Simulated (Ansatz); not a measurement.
# Squeezing and shearing glassy 77ZrO2-23SiO2 (mol %) (90 atoms), part 2 of 4

How stiff is glassy 77ZrO2-23SiO2 (mol %) (90 atoms), and how do its levels respond to strain?

Ansatz 0.2.0; Kohn-Sham DFT, PBE, PAW (set soft_2), plane waves.

The cell: 23 Zr, 7 Si and 60 O. The quench rate of 50 K/ps far exceeds what a furnace or splat quench reaches. The starting topology of bonds comes from the classical model. Only the Γ point is sampled.

So far. Step 2 (Single point at the start): The r.m.s. force at the start is 0.76 eV/Å.

### Step 3. Cell and atoms relaxed

The cell is relaxed with the atoms, since the starting lattice needn't suit this functional.

input.yaml reads:

```yaml
crystal:
  lattice:
    - [10.55091, 0.0, 0.0]
    - [0.0, 10.55091, 0.0]
    - [0.0, 0.0, 10.55091]
  atoms:
    [... the 90 atom lines of step 2 ...]
kpoints:
  mp_grid: { grid: [1, 1, 1] }
hamiltonian:
  xc: pbe
scf:
  occupations: { method: fermi_dirac, width: 0.05 }
output:
  forces: true
relax:
  f_tol: 0.05
  max_steps: 150
  cell: {}
```

Launch:

```sh
$ ansatz run input.yaml --threads 4 --pin off --max-ram 8192MiB --backend cpu --events-out ev --progress --plain --runs-dir out
```

Numbers of over 12 decimals in the logs are rounded to 6 here.

The program printed:

```text
[...]
Crystal: 90 atoms, lattice volume = 1174.545 Å³
Basis set: ecut = 420 eV, 22983 PW (Γ), exchange–correlation on 144×144×144 points (8 copies of the dense FFT grid, shifted against one another)
Bands: 422, of which v1, the nominal top of the filled ones, is band 332 counted from 1 (331 counted from 0)
Symmetry: 1 space group operations
[...]
k-points: 1
[...]
SCF iter   1: F=—  HF=-134854.401152 eV  |F-HF|=—  |Δ(HF+E_count)|=         —  Δρ=4.03e-3  dr2=1.67e-1  ethr=1.77e-3  ⟨swp⟩=6.0  Hψ=1664  notcnv=0  defer=34
[...]
SCF iter  10: F=-134854.383786 eV  HF=-134854.383786 eV  |F-HF|=3.84e-9  |Δ(HF+E_count)|=   1.65e-7  Δρ=2.38e-6  dr2=6.45e-8  ethr=1.51e-11  ⟨swp⟩=4.0  Hψ=1272  notcnv=0
SCF 1 converged in 10 iterations: F = -134854.383786 eV  dr2 = 6.45e-8
[...]
relax step   1: F+E_penalty+E_count = -134854.38378648 eV  Δ(F+E_penalty+E_count) = +0.000e0 eV  max|allowed force component| = 3.328e0 eV/Å  Δτ_max = 0.0000 Å  P = +1.975 GPa  Ω = 1174.545 Å³  (10 SCF iters, dr2 threshold 1.00e-7 eV, accepted)
[... from here on, the SCF cycles and remarks between the steps are left out ...]
relax step   2: F+E_penalty+E_count = -134856.46788156 eV  Δ(F+E_penalty+E_count) = -2.084e0 eV  max|allowed force component| = 1.902e0 eV/Å  Δτ_max = 0.1402 Å  P = +1.366 GPa  Ω = 1171.209 Å³  energy of the carried Pulay correction = +1.244e-2 eV  (8 SCF iters, dr2 threshold 9.00e-6 eV, accepted)
relax step   3: F+E_penalty+E_count = -134857.30999040 eV  Δ(F+E_penalty+E_count) = -8.421e-1 eV  max|allowed force component| = 1.163e0 eV/Å  Δτ_max = 0.0719 Å  P = +0.272 GPa  Ω = 1179.379 Å³  energy of the carried Pulay correction = -1.797e-2 eV  (8 SCF iters, dr2 threshold 9.00e-6 eV, accepted)
relax step   4: F+E_penalty+E_count = -134857.87201434 eV  Δ(F+E_penalty+E_count) = -5.620e-1 eV  max|allowed force component| = 7.195e-1 eV/Å  Δτ_max = 0.2000 Å  P = +0.165 GPa  Ω = 1185.675 Å³  energy of the carried Pulay correction = -4.126e-2 eV  (8 SCF iters, dr2 threshold 9.00e-6 eV, accepted)
relax step   5: F+E_penalty+E_count = -134858.07111764 eV  Δ(F+E_penalty+E_count) = -1.991e-1 eV  max|allowed force component| = 5.926e-1 eV/Å  Δτ_max = 0.2000 Å  P = +0.339 GPa  Ω = 1189.966 Å³  energy of the carried Pulay correction = -5.706e-2 eV  (8 SCF iters, dr2 threshold 9.00e-6 eV, accepted)
relax step   6: F+E_penalty+E_count = -134858.18856058 eV  Δ(F+E_penalty+E_count) = -1.174e-1 eV  max|allowed force component| = 4.536e-1 eV/Å  Δτ_max = 0.2000 Å  P = +0.147 GPa  Ω = 1203.232 Å³  energy of the carried Pulay correction = -1.056e-1 eV  (8 SCF iters, dr2 threshold 9.00e-6 eV, accepted)
relax step   7: F+E_penalty+E_count = -134858.20870767 eV  Δ(F+E_penalty+E_count) = -2.015e-2 eV  max|allowed force component| = 6.250e-1 eV/Å  Δτ_max = 0.2000 Å  P = +0.252 GPa  Ω = 1200.115 Å³  energy of the carried Pulay correction = -9.421e-2 eV  (8 SCF iters, dr2 threshold 9.00e-6 eV, accepted)
relax step   8: F+E_penalty+E_count = -134858.24730224 eV  Δ(F+E_penalty+E_count) = -3.859e-2 eV  max|allowed force component| = 1.916e-1 eV/Å  Δτ_max = 0.0918 Å  P = -0.271 GPa  Ω = 1205.469 Å³  energy of the carried Pulay correction = -1.137e-1 eV  (7 SCF iters, dr2 threshold 9.00e-6 eV, accepted)
relax step   9: F+E_penalty+E_count = -134858.24782634 eV  Δ(F+E_penalty+E_count) = -5.241e-4 eV  max|allowed force component| = 4.455e-1 eV/Å  Δτ_max = 0.1119 Å  P = -0.099 GPa  Ω = 1207.523 Å³  energy of the carried Pulay correction = -1.211e-1 eV  (8 SCF iters, dr2 threshold 2.29e-6 eV, accepted)
relax step  10: F+E_penalty+E_count = -134858.27012717 eV  Δ(F+E_penalty+E_count) = -2.230e-2 eV  max|allowed force component| = 1.339e-1 eV/Å  Δτ_max = 0.0228 Å  P = +0.187 GPa  Ω = 1205.186 Å³  energy of the carried Pulay correction = -1.127e-1 eV  (6 SCF iters, dr2 threshold 9.00e-6 eV, accepted)
relax step  11: F+E_penalty+E_count = -134858.23194577 eV  Δ(F+E_penalty+E_count) = +3.818e-2 eV  max|allowed force component| = 2.103e-1 eV/Å  Δτ_max = 0.2000 Å  P = +0.054 GPa  Ω = 1211.032 Å³  energy of the carried Pulay correction = -1.338e-1 eV  (9 SCF iters, dr2 threshold 1.12e-6 eV, rejected (line search))
relax step  12: F+E_penalty+E_count = -134858.27392248 eV  Δ(F+E_penalty+E_count) = -3.795e-3 eV  max|allowed force component| = 8.587e-2 eV/Å  Δτ_max = 0.0865 Å  P = +0.012 GPa  Ω = 1208.393 Å³  energy of the carried Pulay correction = -1.243e-1 eV  (13 SCF iters, accepted)
relax step  13: F+E_penalty+E_count = -134858.27069658 eV  Δ(F+E_penalty+E_count) = +3.226e-3 eV  max|allowed force component| = 2.871e-2 eV/Å  Δτ_max = 0.0418 Å  P = -0.025 GPa  Ω = 1210.192 Å³  energy of the carried Pulay correction = -1.308e-1 eV  (8 SCF iters, dr2 threshold 4.61e-7 eV, accepted)
relax step  14: F+E_penalty+E_count = -134858.27569218 eV  Δ(F+E_penalty+E_count) = -4.996e-3 eV  max|allowed force component| = 4.517e-2 eV/Å  Δτ_max = 0.0649 Å  P = +0.045 GPa  Ω = 1208.402 Å³  energy of the carried Pulay correction = -1.243e-1 eV  (11 SCF iters, dr2 threshold 1.02e-8 eV, rejected (line search))
relax step  15: F+E_penalty+E_count = -134858.27404823 eV  Δ(F+E_penalty+E_count) = -3.352e-3 eV  max|allowed force component| = 1.167e-2 eV/Å  Δτ_max = 0.0230 Å  P = -0.003 GPa  Ω = 1209.629 Å³  energy of the carried Pulay correction = -1.287e-1 eV  (11 SCF iters, accepted)
relax step  16: F+E_penalty+E_count = -134858.47872898 eV  Δ(F+E_penalty+E_count) = -2.047e-1 eV  max|allowed force component| = 1.172e-2 eV/Å  Δτ_max = 0.0000 Å  P = +0.280 GPa  Ω = 1209.629 Å³  stress off target by 6.11e-1 GPa  SCF on the basis re-selected at this cell (its energy is not comparable with the rows above)  (8 SCF iters)
relax step  17: F+E_penalty+E_count = -134858.47049495 eV  Δ(F+E_penalty+E_count) = +8.234e-3 eV  max|allowed force component| = 5.186e-2 eV/Å  Δτ_max = 0.0382 Å  P = +0.077 GPa  Ω = 1215.027 Å³  energy of the carried Pulay correction = -2.016e-2 eV  (8 SCF iters, dr2 threshold 9.34e-7 eV, accepted)
relax step  18: F+E_penalty+E_count = -134858.47116817 eV  Δ(F+E_penalty+E_count) = -6.732e-4 eV  max|allowed force component| = 5.644e-2 eV/Å  Δτ_max = 0.0294 Å  P = -0.002 GPa  Ω = 1215.513 Å³  energy of the carried Pulay correction = -2.211e-2 eV  (8 SCF iters, dr2 threshold 1.68e-7 eV, accepted)
relax step  19: F+E_penalty+E_count = -134858.47133204 eV  Δ(F+E_penalty+E_count) = -1.639e-4 eV  max|allowed force component| = 1.068e-2 eV/Å  Δτ_max = 0.0116 Å  P = +0.000 GPa  Ω = 1215.767 Å³  energy of the carried Pulay correction = -2.303e-2 eV  (7 SCF iters, dr2 threshold 1.99e-7 eV, accepted)
relax step  20: F+E_penalty+E_count = -134858.49482866 eV  Δ(F+E_penalty+E_count) = -2.350e-2 eV  max|allowed force component| = 1.089e-2 eV/Å  Δτ_max = 0.0000 Å  P = +0.012 GPa  Ω = 1215.767 Å³  stress off target by 4.30e-2 GPa  SCF on the basis re-selected at this cell (its energy is not comparable with the rows above)  (6 SCF iters)
[...]
SCF converged after 6 iterations
Free energy (F): -134858.494829 eV
[...]
Internal energy: -134858.494829 eV  (E = F + TS)
E sigma→0 (E₀):  -134858.494829 eV
Fermi energy:    8.849815 eV
[...]
--- Forces (eV/Å), atoms counted from 1 ---
  atom   1  Zr    -0.00124488    -0.00389014    -0.00332501
  atom   2  Zr    -0.00085403     0.00031787     0.00429420
  atom   3  Zr    -0.00359753     0.00216266     0.00441159
  atom   4  Zr     0.00606101     0.00165364    -0.00600898
  atom   5  Zr    -0.00287625    -0.00455671    -0.00256876
  atom   6  Zr    -0.00123208     0.00334592     0.00208111
  atom   7  Zr     0.00319942    -0.00189597     0.00226195
  atom   8  Zr    -0.00559093    -0.00333981     0.00241394
  atom   9  Zr    -0.00863671    -0.00073059     0.00457312
  atom  10  Zr    -0.00508869    -0.00053155     0.00246346
  atom  11  Zr    -0.00120183    -0.00015813    -0.00342890
  atom  12  Zr    -0.00695963     0.00329078    -0.00217857
  atom  13  Zr     0.00293749    -0.00487954    -0.01013596
  atom  14  Zr     0.00781286     0.00241582     0.00706975
[...]
atom  89  O     -0.00376699    -0.00117742     0.00146863
  atom  90  O     -0.00384229     0.00162342     0.00129090
  max |Σ_I F_I| component: 1.75e-5 eV/Å
--- Stress (GPa, compression-positive) ---
        0.033986      -0.008615       0.020574
       -0.008615       0.005570       0.016432
        0.020574       0.016432      -0.004177
  P = ⅓ Tr σ = 0.0118 GPa (0.118 kbar)
--- Relaxed structure (18 steps of the walk, 16 accepted, 2 SCFs on fresh bases) ---
  F+E_penalty+E_count = -134858.49482866 eV   max|allowed force component| = 1.089e-2 eV/Å   (the final SCF, on the basis selected at the relaxed cell)
  cell:  # Å, volume = 1215.7670 Å³
    - [10.904111, 0.100283, 0.199664]
    - [0.100283, 10.600058, 0.101209]
    - [0.199664, 0.101209, 10.523955]
  atoms:
    - { symbol: Zr, position: [0.127964, 0.680938, 0.202154] }
    - { symbol: Zr, position: [0.965953, 0.202260, 0.319363] }
    - { symbol: Zr, position: [0.286424, 0.515534, 0.499460] }
    - { symbol: Zr, position: [0.432300, 0.671956, 0.276281] }
[...]
- { symbol: O, position: [0.091709, -0.020032, 0.767845] }
```

Run time: 2.2 min. Hardware: 4 threads of Intel Xeon 6975P-C (Granite Rapids), shared host; peak memory 1.8 GiB.

The relaxation converged after 18 steps, with a largest force component of 0.011 eV/Å.

### Step 4. Single point at the relaxed geometry

The electronic structure is read at the final geometry, in a run of its own.

input.yaml reads:

```yaml
crystal:
  lattice:
    - [10.90411, 0.10028, 0.19966]
    - [0.10028, 10.60006, 0.10121]
    - [0.19966, 0.10121, 10.52396]
  atoms:
    - { symbol: Zr, position: [0.12796, 0.68094, 0.20215] }
    - { symbol: Zr, position: [0.96595, 0.20226, 0.31936] }
    - { symbol: Zr, position: [0.28642, 0.51553, 0.49946] }
    - { symbol: Zr, position: [0.4323, 0.67196, 0.27628] }
    - { symbol: Zr, position: [0.07985, 0.99276, 0.10875] }
    - { symbol: Zr, position: [0.64462, 0.58881, 0.51764] }
    [... 78 atom lines left out ...]
    - { symbol: O, position: [0.28607, 0.77445, 0.85186] }
    - { symbol: O, position: [0.92344, 0.38988, 0.91406] }
    - { symbol: O, position: [0.20799, 0.96595, 0.49729] }
    - { symbol: O, position: [0.53821, 0.50478, 0.68264] }
    - { symbol: O, position: [0.37579, 0.93708, 0.67192] }
    - { symbol: O, position: [0.09171, 0.97997, 0.76784] }
kpoints:
  mp_grid: { grid: [1, 1, 1] }
hamiltonian:
  xc: pbe
scf:
  occupations: { method: fermi_dirac, width: 0.05 }
output:
  forces: true
  stress: true
  populations: true
  dos:
    method: { smearing: { sigma: 0.08 } }
    de: 0.1
    projected: { site_lists: { O: [O], Si: [Si], Zr: [Zr] } }
  eigenvalues: true
  write_density: true
  write_potential: true
  volumetric_format: npy
```

The program printed:

```text
[...]
Crystal: 90 atoms, lattice volume = 1215.768 Å³
Basis set: ecut = 420 eV, 23775 PW (Γ), exchange–correlation on 150×144×144 points (8 copies of the dense FFT grid, shifted against one another)
Bands: 422, of which v1, the nominal top of the filled ones, is band 332 counted from 1 (331 counted from 0)
Symmetry: 1 space group operations
[...]
k-points: 1
[...]
SCF iter   1: F=—  HF=-134858.504194 eV  |F-HF|=—  |Δ(HF+E_count)|=         —  Δρ=3.72e-3  dr2=1.31e-1  ethr=1.77e-3  ⟨swp⟩=6.0  Hψ=1602  notcnv=0  defer=29
[...]
SCF iter  10: F=-134858.494824 eV  HF=-134858.494824 eV  |F-HF|=1.31e-8  |Δ(HF+E_count)|=   1.96e-7  Δρ=2.31e-6  dr2=5.82e-8  ethr=1.51e-11  ⟨swp⟩=17.0  Hψ=3192  notcnv=0
SCF 1 converged in 10 iterations: F = -134858.494824 eV  dr2 = 5.82e-8
[...]
SCF converged after 10 iterations
Free energy (F): -134858.494824 eV
[...]
Internal energy: -134858.494824 eV  (E = F + TS)
E sigma→0 (E₀):  -134858.494824 eV
Fermi energy:    8.849652 eV
[...]
--- Forces (eV/Å), atoms counted from 1 ---
  atom   1  Zr     0.00010484    -0.00493599    -0.00295039
  atom   2  Zr    -0.00041014     0.00086652     0.00481818
  atom   3  Zr    -0.00214664     0.00326348     0.00391655
  atom   4  Zr     0.00569433    -0.00020758    -0.00514145
  atom   5  Zr    -0.00322032    -0.00421874    -0.00314859
  atom   6  Zr    -0.00220498     0.00208996     0.00139323
  atom   7  Zr     0.00330433    -0.00200571     0.00284346
  atom   8  Zr    -0.00672058    -0.00426316     0.00183502
  atom   9  Zr    -0.00849996    -0.00018032     0.00410858
  atom  10  Zr    -0.00447829    -0.00127318     0.00218589
  atom  11  Zr    -0.00109535     0.00133750    -0.00438971
  atom  12  Zr    -0.00663640     0.00266460    -0.00273555
  atom  13  Zr     0.00289802    -0.00434542    -0.01056806
  atom  14  Zr     0.00853280     0.00224115     0.00841124
[...]
atom  89  O     -0.00482844    -0.00174546     0.00100039
  atom  90  O     -0.00396999     0.00160554     0.00137492
  max |Σ_I F_I| component: 6.45e-5 eV/Å
--- Stress (GPa, compression-positive) ---
        0.033657      -0.008773       0.021803
       -0.008773       0.005355       0.016872
        0.021803       0.016872      -0.004342
  P = ⅓ Tr σ = 0.0116 GPa (0.116 kbar)
--- Band table (eV) ---
[...]
--- Löwdin populations: 90 sites ---
  site symbol       q [e]
     0     Zr     10.5280
     1     Zr     10.4749
     2     Zr     10.4744
[...]
89      O      6.6033
  spilling = 0.005993 (of n_electrons = 664.000000)
```

The job ended after 11 s (4 threads; peak memory 1.8 GiB).

The run gave:

| Quantity | Value |
| --- | --- |
| free energy | -134858.4948 eV |
| free energy per atom | -1498.4277 eV/atom |
| SCF cycles | 10 |
| pressure | 0.01156 GPa |
| r.m.s. force component | 0.00342 eV/Å |
| longest force | 0.01341 eV/Å |
| Fermi energy | 8.85 eV |
| gap (highest filled to lowest empty level) | 3.725 eV |
| spilling of the projection | 0.005993 |

### Step 5. Volume -3 %

The relaxed cell is scaled evenly and the atoms are relaxed again; the stress at the end gives one point of P(V).

input.yaml, the sections that differ from step 4:

```yaml
crystal:
  lattice:
    - [10.79396, 0.09927, 0.19764]
    - [0.09927, 10.49298, 0.10019]
    - [0.19764, 0.10019, 10.41765]
  atoms:
    [... the 90 atom lines of step 4 ...]
output:
  forces: true
  eigenvalues: true
  stress: true
relax:
  f_tol: 0.05
  max_steps: 70
# kpoints, hamiltonian, scf: as in step 4
```

The program printed:

```text
Warning: output.stress: scf.convergence.dr2_threshold = 1e-7 eV (the SCF's general default) is looser than the 9e-9 eV advised for a printed stress (1e-10 eV for each atom of the cell: 90). What an SCF threshold leaves in a stress goes as its square root, and in the free energy as the threshold itself, and one threshold admits the most on a small cell: [...]
[...]
Crystal: 90 atoms, lattice volume = 1179.294 Å³
Basis set: ecut = 420 eV, 23069 PW (Γ), exchange–correlation on 150×144×144 points (8 copies of the dense FFT grid, shifted against one another)
Bands: 422, of which v1, the nominal top of the filled ones, is band 332 counted from 1 (331 counted from 0)
Symmetry: 1 space group operations
[...]
k-points: 1
[...]
SCF iter   1: F=—  HF=-134857.833040 eV  |F-HF|=—  |Δ(HF+E_count)|=         —  Δρ=3.86e-3  dr2=1.33e-1  ethr=1.77e-3  ⟨swp⟩=6.0  Hψ=1608  notcnv=0  defer=34
[...]
SCF iter   5: F=—  HF=-134857.823443 eV  |F-HF|=—  |Δ(HF+E_count)|=   1.76e-4  Δρ=1.32e-4  dr2=1.93e-4  ethr=9.87e-8  ⟨swp⟩=2.0  Hψ=652  notcnv=0  defer=84
SCF iter   6: F=-134857.823478 eV  HF=-134857.823471 eV  |F-HF|=6.23e-6  |Δ(HF+E_count)|=   2.86e-5  Δρ=4.88e-5  dr2=2.87e-5  ethr=9.41e-9  ⟨swp⟩=12.0  Hψ=2056  notcnv=0
SCF 1 converged in 6 iterations: F = -134857.823478 eV  dr2 = 2.87e-5
[...]
relax step   1: F+E_penalty+E_count = -134857.82347765 eV  Δ(F+E_penalty+E_count) = +0.000e0 eV  max|allowed force component| = 5.579e-1 eV/Å  Δτ_max = 0.0000 Å  (6 SCF iters, dr2 threshold 6.25e-5 eV, accepted)
[...]
relax step   2: F+E_penalty+E_count = -134858.08302965 eV  Δ(F+E_penalty+E_count) = -2.596e-1 eV  max|allowed force component| = 3.003e-1 eV/Å  Δτ_max = 0.0707 Å  (6 SCF iters, dr2 threshold 1.95e-5 eV, accepted)
[...]
relax step   3: F+E_penalty+E_count = -134858.16536660 eV  Δ(F+E_penalty+E_count) = -8.234e-2 eV  max|allowed force component| = 1.669e-1 eV/Å  Δτ_max = 0.0466 Å  (6 SCF iters, dr2 threshold 5.64e-6 eV, accepted)
relax step   4: F+E_penalty+E_count = -134858.11007178 eV  Δ(F+E_penalty+E_count) = +5.529e-2 eV  max|allowed force component| = 9.772e-1 eV/Å  Δτ_max = 0.2000 Å  (8 SCF iters, dr2 threshold 8.07e-6 eV, rejected (line search))
relax step   5: F+E_penalty+E_count = -134858.23109129 eV  Δ(F+E_penalty+E_count) = -6.572e-2 eV  max|allowed force component| = 2.550e-1 eV/Å  Δτ_max = 0.0976 Å  (11 SCF iters, accepted)
relax step   6: F+E_penalty+E_count = -134858.22335453 eV  Δ(F+E_penalty+E_count) = +7.737e-3 eV  max|allowed force component| = 3.977e-1 eV/Å  Δτ_max = 0.1000 Å  (6 SCF iters, dr2 threshold 2.01e-5 eV, rejected (line search))
relax step   7: F+E_penalty+E_count = -134858.24163444 eV  Δ(F+E_penalty+E_count) = -1.054e-2 eV  max|allowed force component| = 9.662e-2 eV/Å  Δτ_max = 0.0500 Å  (9 SCF iters, accepted)
[...]
relax step   8: F+E_penalty+E_count = -134858.24460917 eV  Δ(F+E_penalty+E_count) = -2.975e-3 eV  max|allowed force component| = 3.657e-2 eV/Å  Δτ_max = 0.0202 Å  (8 SCF iters, accepted)
SCF converged after 8 iterations
Free energy (F): -134858.244609 eV
[...]
Internal energy: -134858.244609 eV  (E = F + TS)
E sigma→0 (E₀):  -134858.244609 eV
Fermi energy:    9.286458 eV
[...]
Σ components = -134858.244609   (vs F -134858.244609, Δ=0.00e0)
--- Forces (eV/Å), atoms counted from 1 ---
  atom   1  Zr    -0.03106381    -0.00263309    -0.00393222
  atom   2  Zr    -0.01254371     0.01390188     0.00042133
  atom   3  Zr    -0.00662674     0.00701608    -0.00700844
  atom   4  Zr     0.01481106     0.01116564     0.00047015
[...]
atom  90  O      0.01738040    -0.01355651    -0.00871189
  max |Σ_I F_I| component: 1.74e-4 eV/Å
--- Stress (GPa, compression-positive) ---
        1.779895      -0.211283       0.103927
       -0.211283       2.098968      -0.235249
        0.103927      -0.235249       2.564323
  P = ⅓ Tr σ = 2.1477 GPa (21.477 kbar)
--- Band table (eV) ---
[...]
--- Relaxed structure (8 steps of the walk, 6 accepted, 0 SCFs on fresh bases) ---
  F+E_penalty+E_count = -134858.24460917 eV   max|allowed force component| = 3.657e-2 eV/Å
  atoms:
    - { symbol: Zr, position: [0.127738, 0.677013, 0.199104] }
    - { symbol: Zr, position: [0.967050, 0.202797, 0.320600] }
    - { symbol: Zr, position: [0.273401, 0.515925, 0.498293] }
    - { symbol: Zr, position: [0.431091, 0.668978, 0.277927] }
[...]
- { symbol: O, position: [0.092447, 0.988388, 0.776002] }
```

Run time: 60 s. Hardware: 4 threads; peak memory 1.7 GiB.

The program notes that the SCF threshold is loose for the stress.

The relaxation converged after 8 steps, 0.421 eV below its start, with a largest force component of 0.037 eV/Å.

Volume -3 %: the energy stands 0.250 eV above that of the reference, at a pressure of 2.15 GPa.

### Step 6. Volume +3 %

The relaxed cell is scaled to another volume.

Input and log are left out; they have the form of those shown for this kind of step.

The job ended after 50 s (4 threads of Intel Xeon 6975P-C (Granite Rapids), shared host; peak memory 1.8 GiB; 3.1 min of CPU time).

The relaxation converged after 7 steps, 0.354 eV below its start, with a largest force component of 0.047 eV/Å.

Volume +3 %: the energy stands 0.248 eV above that of the reference, at a pressure of -2.13 GPa.

### Step 7. Volume -6 %

The relaxed cell is scaled to another volume.

Input and log are left out; they have the form of those shown for this kind of step.

Elapsed: 63 s, on 4 threads of Intel Xeon 6975P-C (Granite Rapids), shared host; peak memory 1.7 GiB; 3.9 min of CPU time.

The relaxation converged after 9 steps, 1.89 eV below its start, with a largest force component of 0.022 eV/Å.

Volume -6 %: the energy stands 0.936 eV above that of the reference, at a pressure of 3.90 GPa.

### Step 8. Volume +6 %

The relaxed cell is scaled to another volume.

Input and log are left out; they have the form of those shown for this kind of step.

Run time: 63 s. Hardware: 4 threads of Intel Xeon 6975P-C (Granite Rapids), shared host; peak memory 1.8 GiB.

The relaxation converged after 8 steps, 1.37 eV below its start, with a largest force component of 0.027 eV/Å.

Volume +6 %: the energy stands 0.923 eV above that of the reference, at a pressure of -3.87 GPa.

(Continued in part 3 of 4.)

[Logs are printed without paths, hosts, clocks, repeated set-up lines and the standing remarks that a program may print on its own settings, such as how far it seeks lower states.]

[Hosts, paths, dates, database ids (printed as entryN), source tags and the programs' standing remarks are cut or masked in the printed files.]
